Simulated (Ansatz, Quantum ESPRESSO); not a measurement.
# MgS(001): dielectric constant from slabs in a field, part 7 of 7

Aim: the dielectric constant along the normal from slabs of two thicknesses in a field, starting with MgS(001), 5 layers.

Quantum ESPRESSO 7.5; plane-wave DFT, PBE, GBRV ultrasoft pseudopotentials; geometry by Ansatz 0.2.0 with PAW datasets.

So far. Step 17 (Potential by pp.x, 9 layers): The slope in the vacuum is 0.100 eV/Å for an applied 0.10 V/Å, as it should be. Step 18 (Clamped-ion dielectric constant from the field inside …): ε = 0.1000 / 0.0184 = 5.44.

## Step 21: Ground state, 5 layers, with ecutwfc = 14 and ecutrho = 56

Another try, with an input changed as a hurried user might.

n5.f1.bad.in reads:

```
&control
  prefix = 'n5.f1.bad'
  outdir = './out'
  pseudo_dir = './pseudo'
  calculation = 'scf'
  tprnfor = .true.
  tefield = .true.
  dipfield = .true.
/
&system
  ibrav = 0
  nat = 10
  ntyp = 2
  ecutwfc = 14
  ecutrho = 56
  occupations = 'fixed'
  edir = 3
  emaxpos = 0.97
  eopreg = 0.04
  eamp = 0.00194469
/
&electrons
  conv_thr = 1e-10
  mixing_beta = 0.5
  electron_maxstep = 50
/
ATOMIC_SPECIES
  Mg  24.3050  mg_pbe_v1.4.uspp.F.UPF
  S   32.0600  s_pbe_v1.4.uspp.F.UPF
CELL_PARAMETERS angstrom
  3.69816846560000 0.00000000000000 0.00000000000000
  0.00000000000000 3.69816846560000 0.00000000000000
  0.00000000000000 0.00000000000000 26.46000000000000
ATOMIC_POSITIONS crystal
  Mg  -0.000000000000 0.000000000000 0.307062494008
  S   0.500000000000 0.500000000000 0.299543126174
  Mg  0.500000000000 0.500000000000 0.399245262522
  S   -0.000000000000 0.000000000000 0.402016498469
  Mg  -0.000000000000 0.000000000000 0.500000002397
  S   0.500000000000 0.500000000000 0.499999995728
  Mg  0.500000000000 0.500000000000 0.600754743960
  S   0.000000000000 0.000000000000 0.597983497093
  Mg  0.000000000000 0.000000000000 0.692937510246
  S   0.500000000000 0.500000000000 0.700456869403
K_POINTS automatic
  6 6 1 0 0 0
```

Started as:

```bash
OMP_NUM_THREADS=1 mpirun -n 8 pw.x -nk 2 -in n5.f1.bad.in > n5.f1.bad.out
```

Output:

```text
[banner, memory and clock lines left out]
Program PWSCF v.7.5 starts
[citation notice left out]

[...]
bravais-lattice index     =            0
     lattice parameter (alat)  =       6.9885  a.u.
     unit-cell volume          =    2442.0796 (a.u.)^3
     number of atoms/cell      =           10
     number of atomic types    =            2
     number of electrons       =        80.00
     number of Kohn-Sham states=           40
     kinetic-energy cutoff     =      14.0000  Ry
     charge density cutoff     =      56.0000  Ry
     scf convergence threshold =      1.0E-10
     mixing beta               =       0.5000
     number of iterations used =            8  plain     mixing
     Exchange-correlation=  SLA  PW   PBX  PBC
                           (   1   4   3   4   0   0   0)

[...]
PseudoPot. # 1 for Mg read from file:
     ./pseudo/mg_pbe_v1.4.uspp.F.UPF
     Pseudo is Ultrasoft, Zval = 10.0
     Generated by new atomic code, or converted to UPF format
     Using radial grid of  821 points,  7 beta functions with:
                l(1) =   0
                l(2) =   0
                l(3) =   0
                l(4) =   1
                l(5) =   1
                l(6) =   2
                l(7) =   2
     Q(r) pseudized with  8 coefficients,  rinner =    1.200   1.200   1.200
                                                       1.200   1.200

     PseudoPot. # 2 for S  read from file:
     ./pseudo/s_pbe_v1.4.uspp.F.UPF
     Pseudo is Ultrasoft + core correction, Zval =  6.0
     Generated by new atomic code, or converted to UPF format
     Using radial grid of  907 points,  6 beta functions with:
                l(1) =   0
                l(2) =   0
                l(3) =   1
                l(4) =   1
                l(5) =   2
                l(6) =   2
     Q(r) pseudized with  8 coefficients,  rinner =    1.300   1.300   1.300
                                                       1.300   1.300

     atomic species   valence    mass     pseudopotential
     Mg               10.00    24.30500     Mg( 1.00)
     S                 6.00    32.06000     S ( 1.00)

     No symmetry found

[...]
number of k points=    20
[...]
Dense  grid:    17379 G-vectors     FFT dimensions: (  18,  18, 120)

     Check: negative core charge=   -0.000315

     Initial potential from superposition of free atoms

     starting charge      78.4987, renormalised to      80.0000

     negative rho (up, down):  5.779E-01 0.000E+00

     Adding external electric field

     Computed dipole along edir(3) :
        Dipole                0.0023 Ry au,          0.0060 Debye
        Dipole field          0.0000 Ry au,

        E field amplitude [Ha a.u.]:  1.9447E-03
        Potential amp.        0.1855 Ry
        Total length         48.0021 bohr

     Starting wfcs are   45 randomized atomic wfcs

     per-process dynamical memory:    18.1 Mb

     Self-consistent Calculation

     iteration #  1     ecut=    14.00 Ry     beta= 0.50
     Davidson diagonalization with overlap
     ethr =  1.00E-02,  avg # of iterations =  2.0

     negative rho (up, down):  4.912E-01 0.000E+00

     Adding external electric field

     Computed dipole along edir(3) :
        Dipole                0.2653 Ry au,          0.6743 Debye
        Dipole field          0.0014 Ry au,

        E field amplitude [Ha a.u.]:  1.9447E-03
        Potential amp.        0.0556 Ry
        Total length         48.0021 bohr

     total energy              =    -731.22684479 Ry
     estimated scf accuracy    <       6.79234239 Ry

     iteration #  2     ecut=    14.00 Ry     beta= 0.50
[...]
negative rho (up, down):  4.491E-01 0.000E+00

[...]
Dipole                0.0092 Ry au,          0.0233 Debye
[...]
E field amplitude [Ha a.u.]:  1.9447E-03
[...]
total energy              =    -731.54016744 Ry
     estimated scf accuracy    <       0.63132945 Ry

     iteration #  3     ecut=    14.00 Ry     beta= 0.50
[...]
negative rho (up, down):  4.409E-01 0.000E+00

[...]
Dipole                0.3321 Ry au,          0.8440 Debye
[...]
E field amplitude [Ha a.u.]:  1.9447E-03
[...]
total energy              =    -731.60439851 Ry
     estimated scf accuracy    <       0.02994298 Ry

     iteration #  4     ecut=    14.00 Ry     beta= 0.50
[...]
negative rho (up, down):  4.422E-01 0.000E+00

[...]
Dipole                0.1204 Ry au,          0.3061 Debye
[...]
E field amplitude [Ha a.u.]:  1.9447E-03
[...]
total energy              =    -731.60882489 Ry
     estimated scf accuracy    <       0.01592129 Ry

     iteration #  5     ecut=    14.00 Ry     beta= 0.50
[...]
negative rho (up, down):  4.432E-01 0.000E+00

[...]
Dipole                0.1841 Ry au,          0.4680 Debye
[...]
E field amplitude [Ha a.u.]:  1.9447E-03
[...]
total energy              =    -731.61211912 Ry
     estimated scf accuracy    <       0.00137454 Ry

     iteration #  6     ecut=    14.00 Ry     beta= 0.50
[...]
negative rho (up, down):  4.435E-01 0.000E+00

[...]
Dipole                0.1766 Ry au,          0.4488 Debye
[...]
E field amplitude [Ha a.u.]:  1.9447E-03
[...]
total energy              =    -731.61224322 Ry
     estimated scf accuracy    <       0.00022324 Ry

[...]
iteration # 11     ecut=    14.00 Ry     beta= 0.50
[...]
negative rho (up, down):  4.438E-01 0.000E+00

[...]
Dipole                0.1786 Ry au,          0.4539 Debye
[...]
E field amplitude [Ha a.u.]:  1.9447E-03
[...]
total energy              =    -731.61228876 Ry
     estimated scf accuracy    <       0.00000006 Ry

     iteration # 12     ecut=    14.00 Ry     beta= 0.50
[...]
negative rho (up, down):  4.438E-01 0.000E+00

[...]
Dipole                0.1785 Ry au,          0.4537 Debye
[...]
E field amplitude [Ha a.u.]:  1.9447E-03
[...]
total energy              =    -731.61228877 Ry
     estimated scf accuracy    <          3.9E-09 Ry

     iteration # 13     ecut=    14.00 Ry     beta= 0.50
[...]
negative rho (up, down):  4.438E-01 0.000E+00

[...]
Dipole                0.1785 Ry au,          0.4538 Debye
[...]
E field amplitude [Ha a.u.]:  1.9447E-03
[...]
total energy              =    -731.61228877 Ry
     estimated scf accuracy    <          1.2E-09 Ry

     iteration # 14     ecut=    14.00 Ry     beta= 0.50
[...]
negative rho (up, down):  4.438E-01 0.000E+00

[...]
Dipole                0.1786 Ry au,          0.4539 Debye
[...]
E field amplitude [Ha a.u.]:  1.9447E-03
[...]
End of self-consistent calculation

          k = 0.0000 0.0000 0.0000 (  2155 PWs)   bands (ev):

   -84.5626 -84.3436 -84.0704 -83.7478 -83.0776 -48.3421 -47.9708 -47.9708
   -47.8001 -47.6851 -47.6851 -47.2445 -47.2445 -47.2439 -46.7208 -46.4042
   -46.4042 -45.8797 -44.8221 -44.8221 -12.6116 -12.3070 -11.7038 -11.3507
   -11.1147  -4.1081  -3.4417  -2.2984  -1.7903  -1.7903  -1.4814  -1.4814
    -1.4557  -0.9324  -0.9324  -0.6694  -0.5736  -0.5736  -0.2905  -0.2905

          k = 0.0000 0.1667 0.0000 (  2130 PWs)   bands (ev):

   -84.1581 -84.0220 -83.8888 -83.6824 -83.5510 -47.7975 -47.5833 -47.2453
   -47.2382 -47.1469 -47.1086 -47.0533 -46.7861 -46.6782 -46.5643 -46.3427
   -46.0662 -46.0171 -45.8520 -45.8225 -12.4517 -12.1600 -11.5819 -11.2653
   -11.0649  -4.0030  -3.6480  -2.9884  -2.6801  -2.0085  -1.9848  -1.6455
    -1.4833  -1.3634  -1.2384  -0.8458  -0.6660  -0.5332  -0.4547  -0.3018

[...]
highest occupied level (ev):    -0.2905

!    total energy              =    -731.61228878 Ry
     estimated scf accuracy    <          3.8E-11 Ry

     The total energy is the sum of the following terms:
     one-electron contribution =   -4098.15626264 Ry
     hartree contribution      =    2026.21067182 Ry
     xc contribution           =    -121.13231221 Ry
     ewald contribution        =    1461.46614471 Ry
     electric field correction =      -0.00053046 Ry

     convergence has been achieved in  14 iterations

     negative rho (up, down):  4.438E-01 0.000E+00

     Forces acting on atoms (cartesian axes, Ry/au):

     atom    1 type  1   force =    -0.00000001   -0.00000000    0.00722498
     atom    2 type  2   force =    -0.00000000   -0.00000000   -0.02646487
     atom    3 type  1   force =     0.00000001    0.00000000   -0.01200765
     atom    4 type  2   force =    -0.00000000    0.00000000    0.04121370
     atom    5 type  1   force =    -0.00000000    0.00000001    0.00151474
     atom    6 type  2   force =     0.00000000   -0.00000000   -0.00151638
     atom    7 type  1   force =     0.00000001   -0.00000000    0.01540730
     atom    8 type  2   force =     0.00000000   -0.00000000   -0.04431854
     atom    9 type  1   force =     0.00000000   -0.00000001   -0.00519953
     atom   10 type  2   force =    -0.00000000    0.00000000    0.02414624

     Total force =     0.073563     Total SCF correction =     0.000027

[...]
```

Elapsed: 8.5 s, on 8 MPI ranks of Arm Neoverse V2, shared host; peak memory 0.46 GiB; 67 s of CPU time.

Residual by cycle:

cycle, log10 residual and a bar from the least value:
```
        1        0.8 ##############################
        2       -0.2 ###########################
        3       -1.5 ########################
        5       -2.9 ####################
        6       -3.7 ##################
        7       -4.2 #################
        8       -4.7 ###############
        9       -6.3 ###########
       10       -6.7 ##########
       12       -8.4 #####
       13       -8.9 ####
       14      -10.4
```

The SCF loop closed, but a setting was changed on purpose, so the numbers serve as a test and not as the result.

The fault put into the input: a cutoff far too low (system.ecutwfc = 14 and system.ecutrho = 56).

Beside the run it was changed from:

```csv
quantity,this run,unchanged run,difference
dipole along the normal (e·Å),0.09450,0.08498,0.0095
free energy (eV),-9954.092,-10178.66,225
wall time (s),8.5,37,
SCF iterations,14,15,
```

The free energy moves by +2.2e+04 meV an atom.

The physical values in this table move by up to 11 %.

## Step 22: Worked from the printed numbers

A slab of thickness t takes t(1 − 1/ε) off the field's path. Four layers: (19.778 − 11.243) / 10.461 = 0.8159, so ε = 1/(1 − 0.8159) = 5.43.

## Step 23: Results

```json
{
 "clamped-ion dielectric constant, 5 layers": "5.46",
 "clamped-ion dielectric constant, 9 layers": "5.44",
 "relaxed-ion value, 5 layers, two rough readings (polarisability, inner slope)": "16.0, 10.6",
 "sheet polarisability, 5 layers": "11.2 Å",
 "sheet polarisability, 9 layers": "19.8 Å"
}
```

In words: The electronic dielectric constant inside comes to 5.44; with the ions free five layers give only rough readings (PBE, GBRV ultrasoft). Four more layers add 10.46 Å and 8.54 Å of sheet polarisability; 1 − 1/ε = 0.816 then gives ε = 5.43 for the interior, free of the surfaces. With the ions free 4πα/A grows from 11.24 to 12.90 Å. At the thickness that the clamped run implies, 13.76 Å, this is ε = 16.0, with the answer of the surface ions in it; the slope of the inner potential gives 10.6, but that slope is small and hangs on the window of the fit. The cubic lattice constant was set to 5.23 Å, near the PBE value. These functionals tend to put the electronic constant too high, and five layers have little bulk-like interior. Neither relaxed-ion reading is the bulk's static constant.

[Logs are printed without paths, hosts, clocks, repeated set-up lines and the standing remarks that a program may print on its own settings, such as how far it seeks lower states.]

[Hosts, paths, dates, database ids (printed as entryN), source tags and the programs' standing remarks are cut or masked in the printed files.]

[Maps of the electrostatic potential energy from Ansatz leave out the sawtooth potential of an applied field or a dipole correction, so their vacuum need not be flat; planar profiles and work functions include it.]
